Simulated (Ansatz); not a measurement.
# A hypothetical structure for Ba2Mo

Starting from a made-up structure for Ba2Mo, the aim is the relaxed cell, its shortest contacts and, where a second run follows, its electronic structure.

Main program and level: Ansatz 0.2.0; DFT, PBE, plane-wave PAW, files of the set soft_1, scalar-relativistic, no spin, cell and ions relaxed at zero pressure; PAW set soft_1, in the first sound run; inputs show where later runs differ.

## (1) Starting point

Symmetry: Fm-3m, No. 225, cubic system. Conventional cell: a = 8.094 Å, b = 8.094 Å, c = 8.094 Å, α = 90.00°, β = 90.00°, γ = 90.00°. Nearest to Ba lie 4 Mo at 3.50 Å. Nearest to Mo lie 8 Ba at 3.50 Å. Farther neighbours are not listed.

## (2) Relaxing cell and atoms

The guessed cell has no reason to be at equilibrium. It is relaxed with the atoms, within the space group of the guess.

input.yaml

```yaml
crystal:
  lattice:
    - [0.0, 4.047, 4.047]
    - [4.047, 0.0, 4.047]
    - [4.047, 4.047, 0.0]
  atoms:
    - { symbol: Ba, position: [0.25, 0.25, 0.25] }
    - { symbol: Ba, position: [0.75, 0.75, 0.75] }
    - { symbol: Mo, position: [0.0, 0.0, 0.0] }
kpoints:
  mp_grid: { grid: [6, 6, 6] }
scf:
  occupations: { method: fermi_dirac, width: 0.05 }
hamiltonian:
  xc: pbe
  pseudopotentials: { kind: paw, azcp: { folder: soft_1 } }
relax:
  f_tol: 0.015
  max_steps: 70
  cell: {}
output:
  forces: true
  stress: true
```

Launch:

```console
ansatz run input.yaml --threads 4 --pin off --max-ram 8192MiB --backend cpu --events-out ev --progress --plain --runs-dir out
```

Numbers of over 12 decimals in the logs are rounded to 6 here.

Output:

```text
Engine: ansatz 0.2.0, aarch64-unknown-linux-gnu
Pseudopotentials: kind: paw
Pseudopotential: Ba, paw, valence charge 10, recommended cutoff 420 eV (normal), soft_1/Ba.paw.azcp
Pseudopotential: Mo, paw, valence charge 14, recommended cutoff 420 eV (normal), soft_1/Mo.paw.azcp
Functional definition: PBE
  parameter kappa = 0.804
  parameter beta = 0.066725
  exchange = pbe_x(kappa = kappa, mu = beta*pi^2/3)
  correlation = pbe_c(beta = beta)
Crystal: 3 atoms, lattice volume = 132.565 Å³
Basis set: ecut = 420 eV, 2637 PW (Γ), exchange–correlation on 80×80×80 points (8 copies of the dense FFT grid, shifted against one another)
Bands: 21, of which v1, the nominal top of the filled ones, is band 17 counted from 1 (16 counted from 0)
Symmetry: 48 space group operations
Space group: Fm-3m (ITA 225), of the structure as read, at distance tolerance 5.1e-5 Å
k-points: 16 of 216
Non-local potential: Ba, projectors of the file, l = 0: 3, l = 1: 2, l = 2: 2, l = 3: 2
Non-local potential: Mo, projectors of the file, l = 0: 3, l = 1: 2, l = 2: 2, l = 3: 1
PAW form: soft (Blöchl's): semilocal exchange-correlation on the pseudo side does not see the compensation charge
PAW one-centre angular grid: Ba, 194 points (default); XC on 64 Gauss nodes
PAW one-centre angular grid: Mo, 590 points (default); XC on 64 Gauss nodes
Initial density: superposition of atomic densities (chi_scale 0.1, normalization cell, long waves kept (reshape's long-wave potential 0.00 eV rms))
Initial wavefunctions: pseudopotential atomic-orbital guess
Functional: x = pbe(κ = 0.804, μ = 0.219515), c = pbe(β = 0.066725)
SCF iter   1: F=—  HF=-16860.641426 eV  |F-HF|=—  |Δ(HF+E_count)|=         —  Δρ=1.36e-1  dr2=7.27e1  ethr=3.10e-3  ⟨swp⟩=6.2  Hψ=1668  notcnv=0
preconditioner: auto → none  [insulator: Δε(μ)=0.189 eV  Ē_g=1.755 eV  σ=0.050 eV  W_gap=0.72  n_scr=14 (ndim 8)  ℏωp=10.2 eV  f_vac=0.000  D(μ)=2.39/eV (n_scr^D=14)  ε∞_Penn≈34.8]
SCF iter   2: F=—  HF=-16911.775371 eV  |F-HF|=—  |Δ(HF+E_count)|=    5.11e1  Δρ=2.80e-1  dr2=2.38e2  ethr=3.10e-3  ⟨swp⟩=4.1  Hψ=1610  notcnv=0  recentre
SCF iter   3: F=—  HF=-16853.345126 eV  |F-HF|=—  |Δ(HF+E_count)|=    5.84e1  Δρ=5.97e-2  dr2=1.75e1  ethr=3.10e-3  ⟨swp⟩=5.2  Hψ=1102  notcnv=0  defer=5
SCF iter   4: F=—  HF=-16851.780762 eV  |F-HF|=—  |Δ(HF+E_count)|=    1.56e0  Δρ=3.01e-2  dr2=5.00e0  ethr=3.10e-3  ⟨swp⟩=2.2  Hψ=640  notcnv=0
SCF iter   5: F=—  HF=-16851.532754 eV  |F-HF|=—  |Δ(HF+E_count)|=   2.48e-1  Δρ=3.00e-2  dr2=3.79e0  ethr=3.10e-3  ⟨swp⟩=2.7  Hψ=738  notcnv=0
SCF iter   6: F=—  HF=-16851.202023 eV  |F-HF|=—  |Δ(HF+E_count)|=   3.31e-1  Δρ=2.86e-3  dr2=4.70e-2  ethr=3.10e-3  ⟨swp⟩=6.7  Hψ=2612  notcnv=0  defer=1
automatic band count: the SCF goes on with 25 bands, as 21 were too few: the levels above may hold too much charge
SCF iter   7: F=—  HF=-16851.195503 eV  |F-HF|=—  |Δ(HF+E_count)|=   6.52e-3  Δρ=7.52e-4  dr2=6.09e-4  ethr=1.38e-4  ⟨swp⟩=1.7  Hψ=547  notcnv=0  defer=7
SCF iter   8: F=—  HF=-16851.195715 eV  |F-HF|=—  |Δ(HF+E_count)|=   2.12e-4  Δρ=4.08e-4  dr2=3.76e-4  ethr=1.79e-6  ⟨swp⟩=2.1  Hψ=465  notcnv=0  defer=7
SCF iter   9: F=—  HF=-16851.195690 eV  |F-HF|=—  |Δ(HF+E_count)|=   2.53e-5  Δρ=1.77e-4  dr2=1.67e-4  ethr=1.10e-6  ⟨swp⟩=1.9  Hψ=436  notcnv=0  defer=7
SCF iter  10: F=—  HF=-16851.195670 eV  |F-HF|=—  |Δ(HF+E_count)|=   2.03e-5  Δρ=3.39e-5  dr2=5.59e-6  ethr=4.92e-7  ⟨swp⟩=1.1  Hψ=390  notcnv=0  defer=7
SCF iter  11: F=—  HF=-16851.195669 eV  |F-HF|=—  |Δ(HF+E_count)|=   7.83e-7  Δρ=9.12e-6  dr2=2.58e-7  ethr=1.64e-8  ⟨swp⟩=1.9  Hψ=461  notcnv=0  defer=7
SCF iter  12: F=-16851.195669 eV  HF=-16851.195669 eV  |F-HF|=3.01e-9  |Δ(HF+E_count)|=   6.76e-9  Δρ=2.02e-6  dr2=5.84e-9  ethr=2.94e-10  ⟨swp⟩=3.8  Hψ=1065  notcnv=0
SCF 1 converged in 12 iterations: F = -16851.195669 eV  dr2 = 5.84e-9
  greatest PAW one-centre occupation: 0.999 electrons in one spin orbital (limit 2), on the Mo atom at site 2 (counted from 0), in its partial waves of l = 0
relax step   1: F+E_penalty+E_count = -16851.19566880 eV  Δ(F+E_penalty+E_count) = +0.000e0 eV  max|allowed force component| = 3.084e-18 eV/Å  Δτ_max = 0.0000 Å  P = -2.034 GPa  Ω = 132.565 Å³  (12 SCF iters, dr2 threshold 1.00e-7 eV, accepted)
Crystal: 3 atoms, lattice volume = 124.187 Å³
Basis set: ecut = 420 eV, 2421 PW (Γ), exchange–correlation on 80×80×80 points (8 copies of the dense FFT grid, shifted against one another)
Bands: 25, of which v1, the nominal top of the filled ones, is band 17 counted from 1 (16 counted from 0)
Initial density: handed on by an earlier stage of this run
Initial wavefunctions: those handed on with the density
iter 1 solved again at ethr=5.73e-4 eV; its pass at ethr=3.10e-3 eV (dr2=1.95e-1 eV) is discarded
SCF iter   1: F=—  HF=-16851.298979 eV  |F-HF|=—  |Δ(HF+E_count)|=         —  Δρ=7.75e-3  dr2=1.97e-1  ethr=5.73e-4  ⟨swp⟩=1.1  Hψ=2267  notcnv=0
preconditioner: auto → Kerker (q_TF=auto, 2.198 Å⁻¹)  [metal: Δε(μ)=0.005 eV  Ē_g=9.368 eV  σ=0.050 eV  W_gap=0.03  n_scr=14 (ndim 8)  ℏωp=15.6 eV  f_vac=0.000  D(μ)=14.29/eV (n_scr^D=180)]
SCF iter   2: F=—  HF=-16851.286084 eV  |F-HF|=—  |Δ(HF+E_count)|=   1.29e-2  Δρ=3.74e-3  dr2=4.37e-2  ethr=5.73e-4  ⟨swp⟩=1.0  Hψ=400  notcnv=0
SCF iter   3: F=—  HF=-16851.282647 eV  |F-HF|=—  |Δ(HF+E_count)|=   3.44e-3  Δρ=4.74e-4  dr2=5.33e-4  ethr=1.29e-4  ⟨swp⟩=1.5  Hψ=415  notcnv=0
SCF iter   4: F=—  HF=-16851.282753 eV  |F-HF|=—  |Δ(HF+E_count)|=   1.06e-4  Δρ=1.72e-4  dr2=1.51e-4  ethr=1.57e-6  ⟨swp⟩=2.0  Hψ=448  notcnv=0
SCF iter   5: F=—  HF=-16851.282748 eV  |F-HF|=—  |Δ(HF+E_count)|=   4.88e-6  Δρ=4.95e-5  dr2=3.97e-6  ethr=4.43e-7  ⟨swp⟩=1.2  Hψ=412  notcnv=0
SCF iter   6: F=—  HF=-16851.282750 eV  |F-HF|=—  |Δ(HF+E_count)|=   2.28e-6  Δρ=1.54e-5  dr2=3.95e-7  ethr=8.82e-10  ⟨swp⟩=5.0  Hψ=1310  notcnv=0
SCF iter   7: F=-16851.282750 eV  HF=-16851.282750 eV  |F-HF|=2.04e-9  |Δ(HF+E_count)|=   2.12e-7  Δρ=3.11e-6  dr2=2.14e-8  ethr=8.82e-10  ⟨swp⟩=4.0  Hψ=1089  notcnv=0
SCF 2 converged in 7 iterations: F = -16851.282750 eV  dr2 = 2.14e-8
relax step   2: F+E_penalty+E_count = -16851.28275039 eV  Δ(F+E_penalty+E_count) = -8.708e-2 eV  max|allowed force component| = 1.927e-17 eV/Å  Δτ_max = 0.0000 Å  P = -1.238 GPa  Ω = 124.187 Å³  energy of the carried Pulay correction = +6.519e-4 eV  (7 SCF iters, dr2 threshold 3.00e-7 eV, accepted)
Crystal: 3 atoms, lattice volume = 113.091 Å³
Basis set: ecut = 420 eV, 2229 PW (Γ), exchange–correlation on 80×80×80 points (8 copies of the dense FFT grid, shifted against one another)
iter 1 solved again at ethr=7.63e-4 eV; its pass at ethr=3.10e-3 eV (dr2=2.59e-1 eV) is discarded
SCF iter   1: F=—  HF=-16851.346526 eV  |F-HF|=—  |Δ(HF+E_count)|=         —  Δρ=9.77e-3  dr2=2.64e-1  ethr=7.63e-4  ⟨swp⟩=1.1  Hψ=2274  notcnv=0
preconditioner: auto → Kerker (q_TF=auto, 2.233 Å⁻¹)  [metal: Δε(μ)=0.040 eV  Ē_g=9.431 eV  σ=0.050 eV  W_gap=0.19  n_scr=14 (ndim 8)  ℏωp=16.4 eV  f_vac=0.000  D(μ)=12.74/eV (n_scr^D=168)]
SCF iter   2: F=—  HF=-16851.327197 eV  |F-HF|=—  |Δ(HF+E_count)|=   1.93e-2  Δρ=4.86e-3  dr2=6.20e-2  ethr=7.63e-4  ⟨swp⟩=1.0  Hψ=400  notcnv=0
SCF iter   3: F=—  HF=-16851.321710 eV  |F-HF|=—  |Δ(HF+E_count)|=   5.49e-3  Δρ=6.12e-4  dr2=7.30e-4  ethr=1.82e-4  ⟨swp⟩=2.0  Hψ=481  notcnv=0
SCF iter   4: F=—  HF=-16851.321854 eV  |F-HF|=—  |Δ(HF+E_count)|=   1.44e-4  Δρ=1.96e-4  dr2=1.53e-4  ethr=2.15e-6  ⟨swp⟩=2.2  Hψ=500  notcnv=0
SCF iter   5: F=—  HF=-16851.321854 eV  |F-HF|=—  |Δ(HF+E_count)|=   7.88e-7  Δρ=8.61e-5  dr2=1.96e-5  ethr=4.49e-7  ⟨swp⟩=2.4  Hψ=562  notcnv=0
SCF iter   6: F=—  HF=-16851.321855 eV  |F-HF|=—  |Δ(HF+E_count)|=   4.46e-7  Δρ=1.93e-5  dr2=5.23e-7  ethr=5.76e-8  ⟨swp⟩=1.4  Hψ=422  notcnv=0
SCF iter   7: F=-16851.321855 eV  HF=-16851.321855 eV  |F-HF|=3.91e-9  |Δ(HF+E_count)|=   2.48e-7  Δρ=2.72e-6  dr2=8.32e-9  ethr=8.82e-10  ⟨swp⟩=4.0  Hψ=1174  notcnv=0
SCF 3 converged in 7 iterations: F = -16851.321855 eV  dr2 = 8.32e-9
relax step   3: F+E_penalty+E_count = -16851.32185519 eV  Δ(F+E_penalty+E_count) = -3.910e-2 eV  max|allowed force component| = 6.168e-17 eV/Å  Δτ_max = 0.0000 Å  P = +0.226 GPa  Ω = 113.091 Å³  energy of the carried Pulay correction = +1.584e-3 eV  (7 SCF iters, dr2 threshold 3.00e-7 eV, accepted)
Crystal: 3 atoms, lattice volume = 114.671 Å³
iter 1 solved again at ethr=1.49e-5 eV; its pass at ethr=3.10e-3 eV (dr2=5.07e-3 eV) is discarded
SCF iter   1: F=—  HF=-16851.323273 eV  |F-HF|=—  |Δ(HF+E_count)|=         —  Δρ=1.39e-3  dr2=5.37e-3  ethr=1.49e-5  ⟨swp⟩=1.4  Hψ=2162  notcnv=0
preconditioner: auto → Kerker (q_TF=auto, 2.228 Å⁻¹)  [metal: Δε(μ)=0.028 eV  Ē_g=9.441 eV  σ=0.050 eV  W_gap=0.14  n_scr=14 (ndim 8)  ℏωp=16.3 eV  f_vac=0.000  D(μ)=13.03/eV (n_scr^D=168)]
SCF iter   2: F=—  HF=-16851.322871 eV  |F-HF|=—  |Δ(HF+E_count)|=   4.02e-4  Δρ=6.86e-4  dr2=1.23e-3  ethr=1.49e-5  ⟨swp⟩=1.0  Hψ=400  notcnv=0
SCF iter   3: F=—  HF=-16851.322763 eV  |F-HF|=—  |Δ(HF+E_count)|=   1.08e-4  Δρ=9.33e-5  dr2=1.74e-5  ethr=3.61e-6  ⟨swp⟩=1.5  Hψ=415  notcnv=0
SCF iter   4: F=—  HF=-16851.322766 eV  |F-HF|=—  |Δ(HF+E_count)|=   3.35e-6  Δρ=3.04e-5  dr2=3.82e-6  ethr=5.12e-8  ⟨swp⟩=2.0  Hψ=557  notcnv=0
SCF iter   5: F=—  HF=-16851.322767 eV  |F-HF|=—  |Δ(HF+E_count)|=   2.05e-7  Δρ=1.14e-5  dr2=3.55e-7  ethr=1.12e-8  ⟨swp⟩=2.3  Hψ=516  notcnv=0
SCF iter   6: F=-16851.322767 eV  HF=-16851.322767 eV  |F-HF|=1.86e-9  |Δ(HF+E_count)|=   2.55e-8  Δρ=2.57e-6  dr2=1.04e-8  ethr=3.75e-10  ⟨swp⟩=4.0  Hψ=1215  notcnv=0
SCF 4 converged in 6 iterations: F = -16851.322767 eV  dr2 = 1.04e-8
relax step   4: F+E_penalty+E_count = -16851.32276664 eV  Δ(F+E_penalty+E_count) = -9.115e-4 eV  max|allowed force component| = 6.322e-17 eV/Å  Δτ_max = 0.0000 Å  P = -0.012 GPa  Ω = 114.671 Å³  energy of the carried Pulay correction = +1.446e-3 eV  (6 SCF iters, dr2 threshold 1.28e-7 eV, accepted)
Initial wavefunctions: pseudopotential atomic-orbital guess (no wavefunctions were taken with the density)
iter 1 solved again at ethr=8.54e-6 eV; its pass at ethr=3.10e-3 eV (dr2=2.90e-3 eV) is discarded
SCF iter   1: F=—  HF=-16851.321159 eV  |F-HF|=—  |Δ(HF+E_count)|=         —  Δρ=9.15e-5  dr2=1.25e-6  ethr=8.54e-6  ⟨swp⟩=2.5  Hψ=2731  notcnv=0
eigensolver tolerance schedule: the retry pair's looser diagonalisation over-reported the residual by 2329.82 of it (diagonalisation noise at an unbounded share of the residual, at the tolerance the schedule requests for it); recorded, not acted on — ethr = c·dr2/N_el stays at c = 1.0e-1
preconditioner: auto → Kerker (q_TF=auto, 2.228 Å⁻¹)  [metal: Δε(μ)=0.025 eV  Ē_g=9.440 eV  σ=0.050 eV  W_gap=0.12  n_scr=14 (ndim 8)  ℏωp=16.3 eV  f_vac=0.000  D(μ)=13.02/eV (n_scr^D=168)]
SCF iter   2: F=—  HF=-16851.321175 eV  |F-HF|=—  |Δ(HF+E_count)|=   1.56e-5  Δρ=5.03e-5  dr2=3.80e-7  ethr=3.66e-9  ⟨swp⟩=2.8  Hψ=720  notcnv=0
SCF iter   3: F=—  HF=-16851.321176 eV  |F-HF|=—  |Δ(HF+E_count)|=   1.54e-6  Δρ=3.99e-6  dr2=9.30e-9  ethr=1.12e-9  ⟨swp⟩=2.0  Hψ=675  notcnv=0
SCF iter   4: F=—  HF=-16851.321176 eV  |F-HF|=—  |Δ(HF+E_count)|=   1.82e-9  Δρ=1.00e-6  dr2=1.32e-9  ethr=2.74e-11  ⟨swp⟩=2.9  Hψ=684  notcnv=0
SCF iter   5: F=—  HF=-16851.321176 eV  |F-HF|=—  |Δ(HF+E_count)|=  5.17e-10  Δρ=3.40e-7  dr2=4.72e-10  ethr=3.87e-12  ⟨swp⟩=2.1  Hψ=658  notcnv=0
SCF iter   6: F=—  HF=-16851.321176 eV  |F-HF|=—  |Δ(HF+E_count)|=  1.82e-11  Δρ=1.71e-7  dr2=7.05e-11  ethr=1.39e-12  ⟨swp⟩=1.0  Hψ=400  notcnv=0
SCF iter   7: F=-16851.321176 eV  HF=-16851.321176 eV  |F-HF|=3.64e-12  |Δ(HF+E_count)|=    0.00e0  Δρ=6.65e-8  dr2=4.05e-12  ethr=1.00e-12  ⟨swp⟩=5.0  Hψ=1492  notcnv=0
SCF 5 converged in 7 iterations: F = -16851.321176 eV  dr2 = 4.05e-12
relax step   5: F+E_penalty+E_count = -16851.32117645 eV  Δ(F+E_penalty+E_count) = +1.590e-3 eV  max|allowed force component| = 6.862e-17 eV/Å  Δτ_max = 0.0000 Å  P = -0.010 GPa  Ω = 114.671 Å³  stress off target by 1.02e-2 GPa  SCF on the basis re-selected at this cell (its energy is not comparable with the rows above)  (7 SCF iters)
basis re-selected at this cell: Δ(F+E_penalty+E_count) = +1.590e-3 eV, ΔP = +0.002 GPa vs the last step (what re-selecting the basis moved, of the pressure what is left beyond the Pulay correction that the steps carried, after the strain that the cell walked since its last selection, with what the two solves' SCF thresholds leave and, on support functions, any second-order correction that the steps lacked; it is no m [...]
SCF converged after 7 iterations
Free energy (F): -16851.321176 eV
Harris-Foulkes:  -16851.321176 eV  (|F-HF|=3.64e-12)
Internal energy: -16851.220455 eV  (E = F + TS)
E sigma→0 (E₀):  -16851.270816 eV
Entropy (-TS):   -0.100721 eV (-33.574 meV/atom)
Fermi energy:    8.823749 eV
--- Per-component energies (eV) ---
  E_band       = -292.495609
  E_kinetic    = 741.347212
  E_local      = -2228.579650  (includes V_loc(G=0)·N_el)
  E_nonlocal   = 341.982251
  E_hartree    = 785.224236
  E_xc         = -568.205882
  E_vxc        = -470.491310  (∫ρ·V_xc dr)
  E_paw        = -13605.254930  (= ΣΔE_a)
  E_vpaw       = -247.202636  (= ΣTr[D̂ρ^β])
  E_aug_tail   = 0.000045  (compensation charges beyond the density's cutoff)
  E_ewald      = -2317.733736
  E_smearing   = -0.100721  (= −TS)
  E_closure    = 0.000000  (closes the sum)
  Σ components = -16851.321176   (vs F -16851.321176, Δ=0.00e0)
--- Forces (eV/Å), atoms counted from 1 ---
  atom   1  Ba    -0.00000000    -0.00000000    -0.00000000
  atom   2  Ba     0.00000000     0.00000000     0.00000000
  atom   3  Mo    -0.00000000     0.00000000    -0.00000000
  max |Σ_I F_I| component: 5.78e-18 eV/Å
--- Stress (GPa, compression-positive) ---
       -0.010196       0.000000       0.000000
        0.000000      -0.010196       0.000000
        0.000000       0.000000      -0.010196
  P = ⅓ Tr σ = -0.0102 GPa (-0.102 kbar)
--- Relaxed structure (4 steps of the walk, 4 accepted, 1 SCFs on fresh bases) ---
  F+E_penalty+E_count = -16851.32117645 eV   max|allowed force component| = 6.862e-17 eV/Å   (the final SCF, on the basis selected at the relaxed cell)
  cell:  # Å, volume = 114.6711 Å³
    - [0, 3.856038, 3.856038]
    - [3.856038, 0, 3.856038]
    - [3.856038, 3.856038, 0]
  atoms:
    - { symbol: Ba, position: [0.25, 0.25, 0.25] }
    - { symbol: Ba, position: [0.75, 0.75, 0.75] }
    - { symbol: Mo, position: [0, 0, 0] }
```

It took 4.4 s on 4 threads of Arm Neoverse V1, shared host; peak memory 0.46 GiB; 16 s of CPU time.

The steps of the relaxation:

```
step  energy less that of the first step (eV)  largest force component (eV/Å)  pressure (GPa)  volume (Å³)
   1                                   0.0000                          0.0000           -2.03       132.57
   2                                  -0.0871                          0.0000           -1.24       124.19
   3                                  -0.1262                          0.0000            0.23       113.09
   4                                  -0.1271                          0.0000           -0.01       114.67
  5*                                  -0.1255                          0.0000           -0.01       114.67
```

Relaxation steps marked * repeat the geometry before them on a plane-wave basis chosen anew for their cell, so energy and pressure can jump there.

Forces are held to the 48 operations that the run works with; a distortion that breaks them can't arise in this run.

```
conventional cell, symmetrised  before  after   change
                         a (Å)   8.094  7.712   -4.7 %
                         b (Å)   8.094  7.712   -4.7 %
                         c (Å)   8.094  7.712   -4.7 %
              volume (Å³/atom)   44.19  38.22  -13.5 %
```

Final coordinates:

```cif
data_structure
_symmetry_space_group_name_H-M 'P 1'
_symmetry_Int_Tables_number 1
_cell_length_a 5.4533
_cell_length_b 5.4533
_cell_length_c 5.4533
_cell_angle_alpha 60.000
_cell_angle_beta 60.000
_cell_angle_gamma 60.000
_cell_volume 114.67
loop_
_atom_site_label
_atom_site_type_symbol
_atom_site_fract_x
_atom_site_fract_y
_atom_site_fract_z
_atom_site_occupancy
Ba1 Ba 0.25000 0.25000 0.25000 1
Ba2 Ba 0.75000 0.75000 0.75000 1
Mo3 Mo 0.00000 0.00000 0.00000 1
```

Numbers from this step:

| Item | Value |
| --- | --- |
| free energy | -16851.3212 eV |
| energy at zero smearing | -16851.2708 eV |
| smearing term TS | 0.1007 eV |
| Fermi energy | 8.824 eV |
| electrons | 34 |
| symmetry operations | 48 |
| pressure | -0.01020 GPa |

Shortest distances by pair of elements, guess and relaxed (not always the same contact):

```
 pair  guess (Å)  relaxed (Å)
Ba–Mo      3.505        3.339
Ba–Ba      4.047        3.856
Mo–Mo      5.723        5.453
```

The relaxation ends with a pressure of -0.01 GPa.

(Continued in part 2 of 2.)

[Logs are printed without paths, hosts, clocks, repeated set-up lines and the standing remarks that a program may print on its own settings, such as how far it seeks lower states.]

[Hosts, paths, dates, database ids (printed as entryN), source tags and the programs' standing remarks are cut or masked in the printed files.]
